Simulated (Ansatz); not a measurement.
# BN (P6_3/mmc): phonons and vibrational spectra

How does BN (P6_3/mmc) vibrate, and is this structure a minimum?

Calculated with Ansatz 0.2.0; DFT LDA, scalar-relativistic, plane waves, PAW; PAW set soft_1.

**What experiment says.**

For BN, hexagonal layered, AA' stacking (commercial high-purity powder, 300 K), “Anisotropic thermo-mechanical response of layered hexagonal boron nitride and black phosphorus: application as a simultaneous pressure and temperature sensor” (2023, arxiv:2307.07533) gives, by synchrotron powder XRD, Le Bail: lattice constant a (a at 300 K) 2.5069 ± 0.0002 Å [300 K value from polynomial fit to temperature-dependent data]; lattice constant c (c at 300 K) 6.6706 ± 0.0007 Å [300 K value from linear fit to temperature-dependent data].

“Low frequency Raman spectroscopy of few-atomic-layer thick hBN crystals” (2017, arxiv:1705.01298) reports for BN, hexagonal (hBN), by micro-Raman, 514.5 nm (HPHT-grown single crystal, 300 K): Raman mode (E2g low-frequency interlayer shear mode) 52.5 cm⁻¹; Raman mode (E2g high-frequency in-plane mode) 1366 cm⁻¹.

The database entry behind the starting cell differs from later determinations by our own check (about 0.3 % short, minor phase), so it need not match the best structure at ambient conditions.

## (1) Starting point

The structure is hexagonal, space group P6_3/mmc (No. 194). The conventional cell has a = 2.498 Å, b = 2.498 Å, c = 6.636 Å, α = 90.00°, β = 90.00°, γ = 120.00°. B has 3 N at 1.44 Å nearest. Nearest to N lie 3 B at 1.44 Å. Farther neighbours and most contacts between anions are not listed.

## (2) Relaxation

Harmonic phonons are second derivatives at a point where the forces vanish, and they are wanted at zero stress, so atoms and cell are relaxed first.

input.yaml

```yaml
crystal:
  lattice:
    - [2.49824, 0.0, 0.0]
    - [-1.24912, 2.1635393048, 0.0]
    - [0.0, 0.0, 6.6357]
  atoms:
    - { symbol: B, position: [0.3333333333, 0.6666666667, 0.25] }
    - { symbol: B, position: [0.6666666667, 0.3333333333, 0.75] }
    - { symbol: "N", position: [0.3333333333, 0.6666666667, 0.75] }
    - { symbol: "N", position: [0.6666666667, 0.3333333333, 0.25] }
kpoints:
  mp_grid: { grid: [12, 12, 4] }
hamiltonian:
  xc: lda
  pseudopotentials: { kind: paw, azcp: { folder: soft_1 }, xc_functional: pbe }
scf:
  occupations: { method: gaussian, width: 0.02 }
output:
  forces: true
  stress: true
  eigenvalues: true
relax:
  adjacent_minimum: "off"
  f_tol: 0.005
  max_steps: 80
  cell: { stress_tol: 0.05 }
```

Launch:

```sh
$ ansatz run input.yaml --threads 4 --pin off --max-ram 10240MiB --backend cpu --events-out ev --progress --plain --runs-dir out
```

Numbers of over 12 decimals in the logs are rounded to 6 here.

Log:

```text
Engine: ansatz 0.2.0, aarch64-unknown-linux-gnu
Pseudopotentials: kind: paw
Pseudopotential: B, paw, valence charge 3, recommended cutoff 420 eV (normal), soft_1/B.paw.azcp
Pseudopotential: N, paw, valence charge 5, recommended cutoff 420 eV (normal), soft_1/N.paw.azcp
Functional definition: SPW92
  exchange = slater_x
  correlation = pw_c
Crystal: 4 atoms, lattice volume = 35.866 Å³
Basis set: ecut = 420 eV, 689 PW (Γ)
Bands: 12, of which v1, the nominal top of the filled ones, is band 8 counted from 1 (7 counted from 0)
Symmetry: 24 space group operations
Space group: P63/mmc (ITA 194), of the structure as read, at distance tolerance 3.3e-5 Å
k-points: 57 of 576
Non-local potential: B, projectors of the file, l = 0: 2, l = 1: 2, l = 2: 1
Non-local potential: N, projectors of the file, l = 0: 2, l = 1: 2, l = 2: 1
PAW form: soft (Blöchl's): semilocal exchange-correlation on the pseudo side does not see the compensation charge
PAW frozen core: B, regenerated for the run's functional, and the local potential with it (the file was generated under x = pbe(κ = 0.804, μ = 0.219515), c = pbe(β = 0.066725))
PAW frozen core: N, regenerated for the run's functional, and the local potential with it (the file was generated under x = pbe(κ = 0.804, μ = 0.219515), c = pbe(β = 0.066725))
PAW one-centre angular grid: B, 110 points (default); XC on 64 Gauss nodes
PAW one-centre angular grid: N, 110 points (default); XC on 64 Gauss nodes
Initial density: superposition of atomic densities (chi_scale 0.1, normalization cell, long waves kept (reshape's long-wave potential 0.01 eV rms))
Initial wavefunctions: pseudopotential atomic-orbital guess
Functional: x = slater, c = lda
SCF iter   1: F=—  HF=-1055.540442 eV  |F-HF|=—  |Δ(HF+E_count)|=         —  Δρ=1.46e-1  dr2=7.45e0  ethr=3.10e-3  ⟨swp⟩=5.8  Hψ=4117  notcnv=0
preconditioner: auto → none  [insulator: Δε(μ)=5.712 eV  Ē_g=16.993 eV  σ=0.020 eV  W_gap=1.00  n_scr=4 (ndim 8)  ℏωp=24.8 eV  f_vac=0.000  D(μ)=0.00/eV (n_scr^D=0)  ε∞_Penn≈3.1]
SCF iter   2: F=—  HF=-1053.015330 eV  |F-HF|=—  |Δ(HF+E_count)|=    2.53e0  Δρ=7.03e-2  dr2=9.70e-1  ethr=3.10e-3  ⟨swp⟩=3.1  Hψ=2081  notcnv=0
SCF iter   3: F=—  HF=-1052.726802 eV  |F-HF|=—  |Δ(HF+E_count)|=   2.89e-1  Δρ=2.24e-2  dr2=1.00e-1  ethr=3.10e-3  ⟨swp⟩=2.3  Hψ=1572  notcnv=0
SCF iter   4: F=—  HF=-1052.700361 eV  |F-HF|=—  |Δ(HF+E_count)|=   2.64e-2  Δρ=7.67e-3  dr2=1.10e-2  ethr=6.26e-4  ⟨swp⟩=2.3  Hψ=1189  notcnv=0
SCF iter   5: F=—  HF=-1052.698035 eV  |F-HF|=—  |Δ(HF+E_count)|=   2.33e-3  Δρ=1.03e-3  dr2=1.58e-4  ethr=6.87e-5  ⟨swp⟩=3.0  Hψ=1362  notcnv=0
SCF iter   6: F=—  HF=-1052.698027 eV  |F-HF|=—  |Δ(HF+E_count)|=   7.95e-6  Δρ=1.29e-4  dr2=3.46e-6  ethr=9.89e-7  ⟨swp⟩=1.5  Hψ=889  notcnv=0
SCF iter   7: F=—  HF=-1052.698025 eV  |F-HF|=—  |Δ(HF+E_count)|=   1.28e-6  Δρ=1.06e-5  dr2=2.77e-8  ethr=6.25e-10  ⟨swp⟩=3.8  Hψ=3624  notcnv=0
SCF iter   8: F=-1052.698025 eV  HF=-1052.698025 eV  |F-HF|=6.44e-10  |Δ(HF+E_count)|=   8.34e-9  Δρ=2.09e-6  dr2=9.14e-10  ethr=1.73e-10  ⟨swp⟩=2.3  Hψ=2420  notcnv=0
SCF 1 converged in 8 iterations: F = -1052.698025 eV  dr2 = 9.14e-10
  greatest PAW one-centre occupation: 0.793 electrons in one spin orbital (limit 2), on the N atom at site 3 (counted from 0), in its partial waves of l = 0
relax step   1: F+E_penalty+E_count = -1052.69802541 eV  Δ(F+E_penalty+E_count) = +0.000e0 eV  max|allowed force component| = 1.022e-15 eV/Å  Δτ_max = 0.0000 Å  P = -3.119 GPa  Ω = 35.866 Å³  (8 SCF iters, dr2 threshold 1.00e-7 eV, accepted)
Crystal: 4 atoms, lattice volume = 35.280 Å³
Basis set: ecut = 420 eV, 687 PW (Γ)
Initial density: handed on by an earlier stage of this run
Initial wavefunctions: those handed on with the density
iter 1 solved again at ethr=2.59e-5 eV; its pass at ethr=3.10e-3 eV (dr2=4.15e-3 eV) is discarded
SCF iter   1: F=—  HF=-1052.705721 eV  |F-HF|=—  |Δ(HF+E_count)|=         —  Δρ=2.97e-3  dr2=4.12e-3  ethr=2.59e-5  ⟨swp⟩=1.4  Hψ=5207  notcnv=0
preconditioner: auto → none  [insulator: Δε(μ)=4.114 eV  Ē_g=15.780 eV  σ=0.020 eV  W_gap=1.00  n_scr=4 (ndim 8)  ℏωp=25.0 eV  f_vac=0.007  D(μ)=0.00/eV (n_scr^D=0)  ε∞_Penn≈3.5]
SCF iter   2: F=—  HF=-1052.704246 eV  |F-HF|=—  |Δ(HF+E_count)|=   1.48e-3  Δρ=8.95e-4  dr2=3.38e-4  ethr=2.57e-5  ⟨swp⟩=2.5  Hψ=1290  notcnv=0
SCF iter   3: F=—  HF=-1052.704122 eV  |F-HF|=—  |Δ(HF+E_count)|=   1.24e-4  Δρ=1.95e-4  dr2=9.77e-6  ethr=2.11e-6  ⟨swp⟩=2.7  Hψ=1176  notcnv=0
iter 4 did not close the SCF: its close was put off for the readings that it lacked (scf_convergence_deferred on its scf_iter line)
SCF iter   4: F=-1052.704121 eV  HF=-1052.704121 eV  |F-HF|=5.64e-8  |Δ(HF+E_count)|=   8.06e-7  Δρ=4.72e-5  dr2=3.05e-7  ethr=6.11e-8  ⟨swp⟩=2.4  Hψ=1061  notcnv=0
iter 5 did not close the SCF: its close was put off for the readings that it lacked (scf_convergence_deferred on its scf_iter line)
SCF iter   5: F=-1052.704121 eV  HF=-1052.704121 eV  |F-HF|=2.08e-9  |Δ(HF+E_count)|=   7.15e-8  Δρ=3.36e-6  dr2=2.92e-9  ethr=1.91e-9  ⟨swp⟩=1.7  Hψ=863  notcnv=0
SCF iter   6: F=-1052.704121 eV  HF=-1052.704121 eV  |F-HF|=5.50e-11  |Δ(HF+E_count)|=   1.19e-9  Δρ=5.68e-7  dr2=6.94e-11  ethr=1.82e-11  ⟨swp⟩=1.4  Hψ=2191  notcnv=0
SCF 2 converged in 6 iterations: F = -1052.704121 eV  dr2 = 6.94e-11
  greatest PAW one-centre occupation: 0.794 electrons in one spin orbital (limit 2), on the N atom at site 3 (counted from 0), in its partial waves of l = 0
relax step   2: F+E_penalty+E_count = -1052.70412115 eV  Δ(F+E_penalty+E_count) = -6.096e-3 eV  max|allowed force component| = 6.661e-16 eV/Å  Δτ_max = 0.0000 Å  P = -1.094 GPa  Ω = 35.280 Å³  energy of the carried Pulay correction = +1.797e-3 eV  (6 SCF iters, dr2 threshold 4.00e-7 eV, accepted)
Crystal: 4 atoms, lattice volume = 35.007 Å³
Basis set: ecut = 420 eV, 663 PW (Γ)
iter 1 solved again at ethr=6.82e-6 eV; its pass at ethr=3.10e-3 eV (dr2=1.09e-3 eV) is discarded
SCF iter   1: F=—  HF=-1052.705903 eV  |F-HF|=—  |Δ(HF+E_count)|=         —  Δρ=1.48e-3  dr2=1.00e-3  ethr=6.82e-6  ⟨swp⟩=1.8  Hψ=5115  notcnv=0
preconditioner: auto → none  [insulator: Δε(μ)=4.093 eV  Ē_g=15.809 eV  σ=0.020 eV  W_gap=1.00  n_scr=4 (ndim 8)  ℏωp=25.1 eV  f_vac=0.007  D(μ)=0.00/eV (n_scr^D=0)  ε∞_Penn≈3.5]
SCF iter   2: F=—  HF=-1052.705541 eV  |F-HF|=—  |Δ(HF+E_count)|=   3.62e-4  Δρ=4.39e-4  dr2=8.03e-5  ethr=6.25e-6  ⟨swp⟩=2.4  Hψ=1097  notcnv=0
SCF iter   3: F=—  HF=-1052.705511 eV  |F-HF|=—  |Δ(HF+E_count)|=   3.01e-5  Δρ=9.42e-5  dr2=2.26e-6  ethr=5.02e-7  ⟨swp⟩=2.7  Hψ=1168  notcnv=0
iter 4 did not close the SCF: its close was put off for the readings that it lacked (scf_convergence_deferred on its scf_iter line)
SCF iter   4: F=-1052.705511 eV  HF=-1052.705511 eV  |F-HF|=1.15e-8  |Δ(HF+E_count)|=   2.47e-7  Δρ=2.24e-5  dr2=6.73e-8  ethr=1.41e-8  ⟨swp⟩=2.5  Hψ=1090  notcnv=0
iter 5 did not close the SCF: its close was put off for the readings that it lacked (scf_convergence_deferred on its scf_iter line)
SCF iter   5: F=-1052.705511 eV  HF=-1052.705511 eV  |F-HF|=3.76e-10  |Δ(HF+E_count)|=   1.47e-8  Δρ=1.45e-6  dr2=5.37e-10  ethr=4.21e-10  ⟨swp⟩=1.7  Hψ=850  notcnv=0
SCF iter   6: F=-1052.705511 eV  HF=-1052.705511 eV  |F-HF|=1.21e-11  |Δ(HF+E_count)|=  1.87e-10  Δρ=2.73e-7  dr2=1.62e-11  ethr=3.36e-12  ⟨swp⟩=1.1  Hψ=2113  notcnv=0
SCF 3 converged in 6 iterations: F = -1052.705511 eV  dr2 = 1.62e-11
  greatest PAW one-centre occupation: 0.795 electrons in one spin orbital (limit 2), on the N atom at site 3 (counted from 0), in its partial waves of l = 0
relax step   3: F+E_penalty+E_count = -1052.70551103 eV  Δ(F+E_penalty+E_count) = -1.390e-3 eV  max|allowed force component| = 5.725e-16 eV/Å  Δτ_max = 0.0000 Å  P = +0.008 GPa  Ω = 35.007 Å³  energy of the carried Pulay correction = +2.638e-3 eV  (6 SCF iters, dr2 threshold 4.00e-7 eV, accepted)
[...]
relax step   4: F+E_penalty+E_count = -1052.70328799 eV  Δ(F+E_penalty+E_count) = +2.223e-3 eV  max|allowed force component| = 5.736e-16 eV/Å  Δτ_max = 0.0000 Å  P = -0.108 GPa  Ω = 35.007 Å³  stress off target by 1.54e-1 GPa  SCF on the basis re-selected at this cell (its energy is not comparable with the rows above)  (6 SCF iters)
[...]
relax step   5: F+E_penalty+E_count = -1052.70381081 eV  Δ(F+E_penalty+E_count) = -5.228e-4 eV  max|allowed force component| = 5.771e-16 eV/Å  Δτ_max = 0.0000 Å  P = +0.019 GPa  Ω = 34.865 Å³  energy of the carried Pulay correction = +4.481e-4 eV  (6 SCF iters, dr2 threshold 5.95e-8 eV, accepted)
iter 1 solved again at ethr=1.23e-7 eV; its pass at ethr=3.10e-3 eV (dr2=1.97e-5 eV) is discarded
SCF iter   1: F=—  HF=-1052.703381 eV  |F-HF|=—  |Δ(HF+E_count)|=         —  Δρ=2.76e-5  dr2=3.48e-8  ethr=1.23e-7  ⟨swp⟩=3.1  Hψ=6016  notcnv=0
preconditioner: auto → none  [insulator: Δε(μ)=4.069 eV  Ē_g=15.805 eV  σ=0.020 eV  W_gap=1.00  n_scr=4 (ndim 8)  ℏωp=25.2 eV  f_vac=0.008  D(μ)=0.00/eV (n_scr^D=0)  ε∞_Penn≈3.5]
SCF iter   2: F=—  HF=-1052.703383 eV  |F-HF|=—  |Δ(HF+E_count)|=   2.05e-6  Δρ=1.32e-5  dr2=6.99e-9  ethr=2.18e-10  ⟨swp⟩=2.3  Hψ=1124  notcnv=0
SCF iter   3: F=—  HF=-1052.703383 eV  |F-HF|=—  |Δ(HF+E_count)|=   1.01e-8  Δρ=2.28e-6  dr2=4.09e-10  ethr=4.37e-11  ⟨swp⟩=1.5  Hψ=812  notcnv=0
iter 4 did not close the SCF: its close was put off for the readings that it lacked (scf_convergence_deferred on its scf_iter line)
SCF iter   4: F=-1052.703383 eV  HF=-1052.703383 eV  |F-HF|=9.09e-13  |Δ(HF+E_count)|=  2.14e-10  Δρ=2.17e-7  dr2=4.55e-12  ethr=2.56e-12  ⟨swp⟩=2.3  Hψ=1128  notcnv=0
iter 5 did not close the SCF: its close was put off for the readings that it lacked (scf_convergence_deferred on its scf_iter line)
SCF iter   5: F=-1052.703383 eV  HF=-1052.703383 eV  |F-HF|=0.00e0  |Δ(HF+E_count)|=  2.05e-12  Δρ=2.10e-8  dr2=6.95e-14  ethr=1.00e-12  ⟨swp⟩=1.0  Hψ=684  notcnv=0
iter 6 did not close the SCF: its close was put off for the readings that it lacked (scf_convergence_deferred on its scf_iter line)
SCF iter   6: F=-1052.703383 eV  HF=-1052.703383 eV  |F-HF|=4.55e-13  |Δ(HF+E_count)|=  2.27e-13  Δρ=3.51e-9  dr2=1.78e-15  ethr=1.00e-12  ⟨swp⟩=1.0  Hψ=684  notcnv=0
iter 7 did not close the SCF: its close was put off for the readings that it lacked (scf_convergence_deferred on its scf_iter line)
SCF iter   7: F=-1052.703383 eV  HF=-1052.703383 eV  |F-HF|=0.00e0  |Δ(HF+E_count)|=  2.27e-13  Δρ=3.34e-9  dr2=2.61e-15  ethr=1.00e-12  ⟨swp⟩=1.0  Hψ=684  notcnv=0
SCF iter   8: F=-1052.703383 eV  HF=-1052.703383 eV  |F-HF|=0.00e0  |Δ(HF+E_count)|=  2.27e-13  Δρ=1.40e-9  dr2=4.62e-16  ethr=1.00e-12  ⟨swp⟩=1.1  Hψ=1610  notcnv=0
SCF 6 converged in 8 iterations: F = -1052.703383 eV  dr2 = 4.62e-16
relax step   6: F+E_penalty+E_count = -1052.70338324 eV  Δ(F+E_penalty+E_count) = +4.276e-4 eV  max|allowed force component| = 8.014e-16 eV/Å  Δτ_max = 0.0000 Å  P = +0.009 GPa  Ω = 34.865 Å³  stress off target by 4.63e-2 GPa  SCF on the basis re-selected at this cell (its energy is not comparable with the rows above)  (8 SCF iters)
basis re-selected at this cell: Δ(F+E_penalty+E_count) = +4.276e-4 eV, ΔP = -0.011 GPa vs the last step (what re-selecting the basis moved, of the pressure what is left beyond the Pulay correction that the steps carried, after the strain that the cell walked since its last selection, with what the two solves' SCF thresholds leave and, on support functions, any second-order correction that the steps lacked; it is no m [...]
SCF converged after 8 iterations
Free energy (F): -1052.703383 eV
Harris-Foulkes:  -1052.703383 eV  (|F-HF|=0.00e0)
Internal energy: -1052.703383 eV  (E = F + TS)
E sigma→0 (E₀):  -1052.703383 eV
Fermi energy:    6.839239 eV
--- Per-component energies (eV) ---
  E_band       = -37.064713
  E_kinetic    = 363.764794
  E_local      = -643.987967  (includes V_loc(G=0)·N_el)
  E_nonlocal   = 90.323266
  E_hartree    = 214.754016
  E_xc         = -182.172368
  E_vxc        = -225.879746  (∫ρ·V_xc dr)
  E_paw        = -384.107584  (= ΣΔE_a)
  E_vpaw       = -50.794908  (= ΣTr[D̂ρ^β])
  E_aug_tail   = 0.001815  (compensation charges beyond the density's cutoff)
  E_ewald      = -511.531113
  E_core_change = 0.251757  (= ΣΔE_core)
  E_smearing   = -0.000000  (= −TS)
  E_closure    = 0.000000  (closes the sum)
  Σ components = -1052.703383   (vs F -1052.703383, Δ=0.00e0)
--- Forces (eV/Å), atoms counted from 1 ---
  atom   1  B     -0.00000000     0.00000000     0.00000000
  atom   2  B      0.00000000    -0.00000000    -0.00000000
  atom   3  N     -0.00000000     0.00000000     0.00000000
  atom   4  N      0.00000000    -0.00000000    -0.00000000
  max |Σ_I F_I| component: 1.57e-16 eV/Å
--- Stress (GPa, compression-positive) ---
        0.035886       0.000000      -0.000000
        0.000000       0.035886       0.000000
       -0.000000       0.000000      -0.046265
  P = ⅓ Tr σ = 0.0085 GPa (0.085 kbar)
--- Band table (eV; the first three rows and the last of 57) ---
  k-point 0: bands = [... 4 lower, 3.4749, 3.4749, 3.5195, 3.5195, 9.8811, 15.1447, 16.3936, 16.3936]
  k-point 1: bands = [... 4 lower, 3.4814, 3.4814, 3.5130, 3.5130, 10.6469, 14.2883, 16.4147, 16.4147]
  k-point 2: bands = [... 4 lower, 3.4975, 3.4975, 3.4975, 3.4975, 12.4323, 12.4323, 16.4663, 16.4663]
  k-point 56: bands = [... 4 lower, -2.2830, -2.2830, 4.7863, 4.7863, 9.3273, 9.3273, 16.4563, 16.4563]
--- Relaxed structure (4 steps of the walk, 4 accepted, 2 SCFs on fresh bases) ---
  F+E_penalty+E_count = -1052.70338324 eV   max|allowed force component| = 8.014e-16 eV/Å   (the final SCF, on the basis selected at the relaxed cell)
  cell:  # Å, volume = 34.8655 Å³
    - [2.488248, 0, 0.0]
    - [-1.244124, 2.154886, -9.63957304058872e-19]
    - [0.0, -2.956512723584668e-18, 6.502460]
  atoms:
    - { symbol: B, position: [0.333333, 0.666667, 0.250000] }
    - { symbol: B, position: [0.666667, 0.333333, 0.750000] }
    - { symbol: N, position: [0.333333, 0.666667, 0.750000] }
    - { symbol: N, position: [0.666667, 0.333333, 0.250000] }
```

It took 3 s on 4 threads of Arm Neoverse V2, shared host; peak memory 0.3 GiB; 8.9 s of CPU time.

Relaxation path:

| step | energy less that of the first step (eV) | largest force component (eV/Å) | pressure (GPa) | volume (Å³) |
| --- | --- | --- | --- | --- |
| 1 | 0.0000 | 0.0000 | -3.12 | 35.87 |
| 2 | -0.0061 | 0.0000 | -1.09 | 35.28 |
| 3 | -0.0075 | 0.0000 | 0.01 | 35.01 |
| 4* | -0.0053 | 0.0000 | -0.11 | 35.01 |
| 5 | -0.0058 | 0.0000 | 0.02 | 34.87 |
| 6* | -0.0054 | 0.0000 | 0.01 | 34.87 |

Relaxation steps marked * repeat the geometry before them on a plane-wave basis chosen anew for their cell, so energy and pressure can jump there.

Forces are held to the 24 operations that the run works with; a distortion that breaks them can't arise in this run.

| conventional cell, symmetrised | before | after | change |
| --- | --- | --- | --- |
| a (Å) | 2.498 | 2.488 | -0.4 % |
| b (Å) | 2.498 | 2.488 | -0.4 % |
| c (Å) | 6.636 | 6.502 | -2.0 % |
| volume (Å³/atom) | 8.97 | 8.72 | -2.8 % |

Final coordinates:

```xyz
4
Lattice="2.4882 0.0000 0.0000 -1.2441 2.1549 0.0000 0.0000 0.0000 6.5025" Properties=species:S:1:pos:R:3 pbc="T T T"
B     0.0000    1.4366    1.6256
B     1.2441    0.7183    4.8768
N     0.0000    1.4366    4.8768
N     1.2441    0.7183    1.6256
```

Numbers from this step:

```
pressure           : 0.008502 GPa
gap on the k-mesh  : 4.069 eV
volume per atom    : 8.716 Å³
direct gap on mesh : 4.487 eV
```

In this step the volume went from 8.97 to 8.72 Å³/atom.

## (3) Relaxing to small forces for the phonons

Phonons need a cell at rest on their own settings, so the relaxation is repeated with tight tolerances on forces and stress, using the mesh and the filling of the phonon run that follows.

input.yaml, the sections that differ from step 2:

```yaml
crystal:
  lattice:
    - [2.4882483208, 0.0, 0.0]
    - [-1.2441241604, 2.1548862567, 0.0]
    - [0.0, 0.0, 6.5024600029]
  atoms:
    - { symbol: B, position: [0.3333333333, 0.6666666667, 0.25] }
    - { symbol: B, position: [0.6666666667, 0.3333333333, 0.75] }
    - { symbol: "N", position: [0.3333333333, 0.6666666667, 0.75] }
    - { symbol: "N", position: [0.6666666667, 0.3333333333, 0.25] }
scf:
  occupations: { method: fixed }
relax:
  adjacent_minimum: "off"
  f_tol: 0.001
  max_steps: 60
  cell: { stress_tol: 0.01 }
# kpoints, hamiltonian, output: as in step 2
```

Log:

```text
[...]
Crystal: 4 atoms, lattice volume = 34.865 Å³
Basis set: ecut = 420 eV, 663 PW (Γ)
Bands: 12, of which v1, the nominal top of the filled ones, is band 8 counted from 1 (7 counted from 0)
Symmetry: 24 space group operations
[...]
k-points: 57 of 576
[...]
--- Relaxed structure (4 steps of the walk, 4 accepted, 2 SCFs on fresh bases) ---
[...]
cell:  # Å, volume = 34.8131 Å³
    - [2.488338, 0, 0.0]
    - [-1.244169, 2.154964, 0.0]
    - [0.0, 0.0, 6.492227]
  atoms:
    - { symbol: B, position: [0.333333, 0.666667, 0.25] }
    - { symbol: B, position: [0.666667, 0.333333, 0.75] }
    - { symbol: N, position: [0.333333, 0.666667, 0.75] }
    - { symbol: N, position: [0.666667, 0.333333, 0.25] }
[key lines of the parts left out:]
SCF converged after 5 iterations
Free energy (F): -1052.703358 eV
Fermi energy:    4.823169 eV
P = ⅓ Tr σ = -0.0021 GPa (-0.021 kbar)
```

Run time: 2.2 s. Hardware: 4 threads; peak memory 0.3 GiB; 7.6 s of CPU time.

The steps of the relaxation:

| step | energy less that of the first step (eV) | largest force component (eV/Å) | pressure (GPa) | volume (Å³) |
| --- | --- | --- | --- | --- |
| 1 | 0.0000 | 0.0000 | 0.01 | 34.87 |
| 2 | -0.0001 | 0.0000 | 0.01 | 34.83 |
| 3 | -0.0001 | 0.0000 | 0.00 | 34.83 |
| 4* | 0.0000 | 0.0000 | -0.01 | 34.83 |
| 5 | 0.0000 | 0.0000 | 0.00 | 34.81 |
| 6* | 0.0000 | 0.0000 | 0.00 | 34.81 |

Relaxation steps marked * repeat the geometry before them on a plane-wave basis chosen anew for their cell, so energy and pressure can jump there.

Forces are held to the 24 operations that the run works with; a distortion that breaks them can't arise in this run.

| conventional cell, symmetrised | before | after | change |
| --- | --- | --- | --- |
| a (Å) | 2.488 | 2.488 | +0.0 % |
| b (Å) | 2.488 | 2.488 | +0.0 % |
| c (Å) | 6.502 | 6.492 | -0.2 % |
| volume (Å³/atom) | 8.72 | 8.70 | -0.2 % |

Final coordinates:

```xyz
4
Lattice="2.4883 0.0000 0.0000 -1.2442 2.1550 0.0000 0.0000 0.0000 6.4922" Properties=species:S:1:pos:R:3 pbc="T T T"
B     0.0000    1.4366    1.6231
B     1.2442    0.7183    4.8692
N     0.0000    1.4366    4.8692
N     1.2442    0.7183    1.6231
```

This step gave:

| Quantity | Value |
| --- | --- |
| pressure | -0.002080 GPa |
| gap on the k-mesh | 4.065 eV |
| volume per atom | 8.703 Å³ |
| direct gap on mesh | 4.481 eV |

The forces vanish by symmetry and the pressure is -0.002 GPa, within the tolerances set. The cell now holds 8.70 Å³/atom.

[end of part 1 of 3]

[Logs are printed without paths, hosts, clocks, repeated set-up lines and the standing remarks that a program may print on its own settings, such as how far it seeks lower states.]

[Hosts, paths, dates, database ids (printed as entryN), source tags and the programs' standing remarks are cut or masked in the printed files.]
